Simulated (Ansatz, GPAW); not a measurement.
# How CoAsS3 (model structure) absorbs and reflects light, part 3 of 3

Aim: the dielectric function of CoAsS3 (model structure), and the optical constants that follow from it. The cell was made here by substitution or stacking, whether or not such a phase is known. It was built so: All Bi replaced by As and O replaced by S in the P4mm structure of CoBiO3. The cell is first relaxed with Ansatz.

GPAW 26.7.0; DFT, LDA, plane-wave PAW (GPAW data sets), scalar-relativistic, RPA, optical limit.

So far. Step 3 (Ground state): There are states at the Fermi level within the smearing, so the occupations stay smeared and the carriers get a Drude term.

### Step 5. Dielectric function, RPA

Local fields let the induced charge screen the field inside the cell, which as a rule lowers ε, most along directions where the density is uneven.

This step: DFT, LDA, plane-wave PAW (GPAW data sets), scalar-relativistic, RPA, optical limit (GPAW 26.7.0).

df.py reads:

```python
from gpaw.response.df import DielectricFunction

df = DielectricFunction('full.gpw', frequencies={'type': 'nonlinear', 'domega0': 0.03, 'omega2': 8},
                        ecut=50,
                        eta=0.2,
                        nbands=46,
                        rate=0.1,
                        txt='df.txt')
for direction in ['x', 'z']:
    df.get_dielectric_function(xc='RPA', direction=direction, filename=f'df_{direction}.csv')
```

Run with:

```
> OMP_NUM_THREADS=1 python df.py
```

Output:

```text
Using integrator: PointIntegrator
NonLinearFrequencyDescriptor(from 0.000 to 39.119 eV, 432 points)
Nonperiodic BCs:  [False False False]
Using integrator: PointIntegrator
NonLinearFrequencyDescriptor(from 0.000 to 39.119 eV, 432 points)
Nonperiodic BCs:  [False False False]
Using integrator: PointIntegrator

Calculating chi0 body with:
    Ground state adapter containing:
    Number of spins: 2
    Number of kpoints: 384
    Number of irreducible kpoints: 60
    Number of completely occupied states: 13
    Number of partially occupied states: 18

    Linear response parametrization:
    q_c: [0.0, 0.0, 0.0]
    Number of frequency points: 432
    Planewave cutoff: 50.0
    Number of bands: 46
    Number of planewaves: 81
    Broadening (eta): 0.2

Integrating chi0 body.

Symmetries of q_c:
    Direct symmetries (Uq -> q): 8
    Indirect symmetries (TUq -> q): 8
In total 16 allowed symmetries.

60 groups of equivalent kpoints. 84.375% reduction.

Integral kind: spectral function

Calculating chi0 optical extensions with:
    Ground state adapter containing:
    Number of spins: 2
    Number of kpoints: 384
    Number of irreducible kpoints: 60
    Number of completely occupied states: 13
    Number of partially occupied states: 18

    Linear response parametrization:
    Number of frequency points: 432
    Planewave cutoff: 50.0
    Number of bands: 46
    Number of planewaves: 81
    Broadening (eta): 0.2
Integrating chi0 head and wings.

Symmetries of q_c:
    Direct symmetries (Uq -> q): 8
    Indirect symmetries (TUq -> q): 8
In total 16 allowed symmetries.

60 groups of equivalent kpoints. 84.375% reduction.

Integral kind: spectral function wings

Calculating drude chi0 with:
    Number of frequency points:432
    Plasma frequency decay rate: 0.1 eV

    Ground state adapter containing:
    Number of spins: 2
    Number of kpoints: 384
    Number of irreducible kpoints: 60
    Number of completely occupied states: 13
    Number of partially occupied states: 18

Symmetries of q_c:
    Direct symmetries (Uq -> q): 8
    Indirect symmetries (TUq -> q): 8
In total 16 allowed symmetries.

60 groups of equivalent kpoints. 84.375% reduction.

Integral kind: intraband
Plasma frequency:
[[2.12+0.j 0.  +0.j 0.  +0.j]
 [0.  +0.j 2.12+0.j 0.  +0.j]
 [0.  +0.j 0.  +0.j 3.96-0.j]]
```

It took 54 s on 1 thread of Arm Neoverse V2, shared host; peak memory 0.43 GiB.

Some rows of df_x.csv (energy; Re and Im without local fields; Re and Im with them):

```text
0.000000, 565.601205, 0.000000, 564.418092, 0.000000
0.555532, 18.283302, 52.708417, 17.266873, 52.330788
1.143969, -1.124576, 19.704818, -1.923287, 19.451712
1.768324, 8.612300, 14.178577, 7.707866, 13.743714
2.431988, 7.771748, 17.235513, 6.913692, 16.483320
3.138794, 3.579966, 17.117975, 3.114253, 15.990249
3.893091, -3.497853, 14.081186, -3.232013, 13.428583
4.699832, -3.245588, 8.306836, -3.238757, 7.876312
5.564682, -2.615984, 5.479633, -2.709100, 5.224794
6.494155, -1.396026, 3.859735, -1.707715, 3.577706
7.495775, -0.038515, 3.960219, -0.279714, 3.317914
8.578281, -0.567834, 4.619327, -0.323000, 3.928723
9.751884, -1.262924, 3.465297, -1.048986, 3.051529
11.028587, -1.335695, 2.340727, -1.148544, 2.092194
12.422601, -1.073072, 2.175683, -0.720640, 1.716540
13.950874, -1.140377, 1.408353, -0.674500, 1.296450
15.633783, -0.805852, 0.852908, -0.415048, 0.836207
17.496047, -0.433796, 0.521789, -0.187866, 0.596386
19.567954, -0.178164, 0.337641, 0.070866, 0.505464
```

Sum at mesh points, not converged in k. Table of Im ε by photon energy; read off at these points:

```
photon energy (eV)  E ∥ x  E ∥ z
               1.0   27.3   31.2
               2.0   14.2   10.6
               3.0   16.0   9.35
               3.4   16.8   8.85
               4.0   12.4   7.41
               5.0   7.09   3.35
               6.0   4.52   2.06
               7.0   3.20   3.49
               8.0   3.31   3.63
               9.0   3.86   3.66
              10.0   3.11   3.50
              11.0   2.11   3.27
              12.0   1.71   2.42
              13.0   1.56   1.99
              14.0   1.28   1.67
              15.0  0.967   1.35
              16.0  0.812   1.13
              17.0  0.645  0.929
              18.0  0.543  0.817
              19.0  0.480  0.740
```

Values under 1 per cm are given as 1; sum at mesh points, not converged in k. The absorption coefficient by photon energy:

```
photon energy (eV)  E ∥ x (1/cm)  E ∥ z (1/cm)
             0.492         2.2e5         2.9e5
             1.010         4.1e5         4.3e5
             1.486         3.1e5         4.8e5
             1.985         4.0e5         5.0e5
             2.508         6.0e5         5.4e5
             3.018         7.8e5         6.4e5
             3.510         1.0e6         7.6e5
             3.980         1.2e6         8.5e5
             4.516         1.2e6         9.1e5
             4.981         1.2e6         8.2e5
             5.515         1.2e6         6.6e5
             6.021         1.2e6         5.1e5
             6.494         1.1e6         5.6e5
             6.985         1.0e6         7.4e5
             7.496         1.0e6         8.0e5
             8.026         1.0e6         9.4e5
             8.516         1.2e6         1.0e6
             9.023         1.4e6         1.1e6
             9.483         1.4e6         1.1e6
            10.026         1.5e6         1.3e6
            10.519         1.6e6         1.4e6
            11.029         1.5e6         1.5e6
            11.479         1.4e6         1.5e6
            12.023         1.4e6         1.5e6
            12.504         1.4e6         1.5e6
            13.000         1.5e6         1.5e6
            13.512         1.5e6         1.5e6
            14.040         1.5e6         1.5e6
            14.493         1.4e6         1.4e6
            14.960         1.4e6         1.4e6
            15.536         1.3e6         1.5e6
            16.031         1.3e6         1.4e6
            16.541         1.3e6         1.4e6
            16.959         1.2e6         1.3e6
            17.496         1.1e6         1.3e6
            18.049         1.0e6         1.2e6
            18.504         1.0e6         1.2e6
            18.969         9.4e5         1.2e6
            19.447         9.1e5         1.2e6
```

Sum at mesh points, not converged in k. Table of Im ε, E ∥ x by photon energy; read off at these points:

```
photon energy (eV)  without local fields  with local fields
              0.50                  53.1               52.8
              1.00                  27.6               27.3
              1.50                  13.3               13.0
              2.00                  14.7               14.2
              2.50                  17.2               16.4
              3.00                  17.1               16.0
              3.38                  18.0               16.8
              3.50                  17.5               16.4
              4.00                  12.9               12.4
              4.50                  8.97               8.61
              5.00                  7.38               7.09
              5.50                  5.66               5.42
              6.00                  4.73               4.52
              6.50                  3.85               3.57
              7.00                  3.67               3.20
              7.50                  3.96               3.32
              8.00                  4.06               3.31
              8.50                  4.67               3.93
              9.00                  4.42               3.86
              9.50                  3.67               3.27
             10.00                  3.58               3.11
             10.50                  2.76               2.52
             11.00                  2.36               2.11
             11.50                  2.29               1.95
             12.00                  2.14               1.71
             12.50                  2.15               1.71
             13.00                  1.83               1.56
             13.50                  1.60               1.40
             14.00                  1.38               1.28
             14.50                  1.18               1.13
             15.00                  1.02              0.967
             15.50                 0.880              0.847
             16.00                 0.747              0.812
             16.50                 0.644              0.747
             17.00                 0.569              0.645
             17.50                 0.521              0.596
             18.00                 0.471              0.543
             18.50                 0.411              0.525
             19.00                 0.394              0.480
             19.50                 0.347              0.499
```

Sum at mesh points, not converged in k. The loss function −Im 1/ε at q → 0 by energy loss; read off at these points:

```csv
energy loss (eV),E ∥ x,E ∥ z
1,0.0357,0.0316
2,0.0515,0.0933
3,0.0594,0.106
4,0.0739,0.130
5,0.115,0.250
6,0.178,0.429
7,0.286,0.237
8,0.301,0.251
9,0.252,0.265
10,0.295,0.281
11,0.365,0.303
12,0.473,0.380
13,0.498,0.471
14,0.609,0.544
15,0.756,0.693
16,1.03,0.820
17,1.35,1.02
18,1.77,1.21
19,2.08,1.34
```

Sum at mesh points, not converged in k. Reflectivity at normal incidence against photon energy; read off at these points:

| photon energy (eV) | E ∥ x (%) | E ∥ z (%) |
| --- | --- | --- |
| 1.0 | 61.6 | 62.7 |
| 2.0 | 42.5 | 45.7 |
| 3.0 | 46.7 | 39.7 |
| 4.0 | 52.9 | 41.8 |
| 5.0 | 49.6 | 38.1 |
| 6.0 | 43.6 | 13.7 |
| 7.0 | 33.1 | 18.9 |
| 8.0 | 24.4 | 21.0 |
| 9.0 | 31.7 | 23.0 |
| 10.0 | 32.8 | 23.3 |
| 10.5 | 39.5 | 25.6 |
| 11.0 | 36.5 | 27.4 |
| 11.9 | 33.7 | 30.3 |
| 12.0 | 32.9 | 30.0 |
| 13.0 | 33.8 | 27.0 |
| 14.0 | 32.8 | 27.6 |
| 15.0 | 34.3 | 24.8 |
| 16.0 | 29.5 | 25.0 |
| 17.0 | 28.6 | 23.5 |
| 18.0 | 24.5 | 20.0 |
| 19.0 | 19.8 | 19.4 |

From ε follow the optical constants at some laser and lamp lines:

```
wavelength (nm)   n x    k x  R (%) x   1/α x   n z    k z  R (%) z  1/α z
           1064  2.94  3.173     54.0   27 nm  3.19  4.144     63.3  20 nm
            800  3.26  2.013     41.2   32 nm  2.42  3.049     53.9  21 nm
            633  3.53  1.978     42.2   25 nm  2.17  2.516     47.0  20 nm
            532  3.60  2.255     45.1   19 nm  2.28  2.193     41.4  19 nm
            450  3.32  2.473     46.4   14 nm  2.27  2.118     40.2  17 nm
            308  2.11  2.875     52.9  8.5 nm  1.73  2.117     42.0  12 nm
            248  1.49  2.375     49.6  8.3 nm  1.04  1.605     38.2  12 nm
```

A polished face would reflect 43 % of daylight and look light grey (CIE x = 0.314, y = 0.329 under D65).

### Step 6. Outcome

**Reading.** At this level (LDA, RPA) CoAsS3 is a metal. The mesh is too coarse to trust the carriers' weight, the reflectivity or the colour to better than tens of per cent. The cell shrank by 1.9 % in volume. A polished face would reflect 43 % of daylight and look light grey (CIE x = 0.314, y = 0.329 under D65). The carriers' damping of 0.1 eV is typed, not computed; it shapes the response at the lowest energies. The magnetic state comes from one start and need not be the lowest. The curves end at 20 eV, about where the summed bands run out. In this version of GPAW the matrix elements of the optical limit are incomplete, which can lower ε − 1 by up to a tenth where first-row anions or d states rule, and shift it by more in d metals. GPAW's carrier term has the form −ωp²/(ω + i·rate)², which damps like twice the rate and fails at low energy, so the curves leave the lowest energies out. The sum runs over mesh points 0.20 Å⁻¹ apart with no interpolation, so peaks are partly noise of the mesh, and the Drude plasma energy, a sum over the Fermi surface, isn't converged.

[Machine, clock and banner lines and Python warnings are left out of the logs.]

[Logs are printed without paths, hosts, clocks, repeated set-up lines and the standing remarks that a program may print on its own settings, such as how far it seeks lower states.]

[Hosts, paths, dates, database ids (printed as entryN), source tags and the programs' standing remarks are cut or masked in the printed files.]
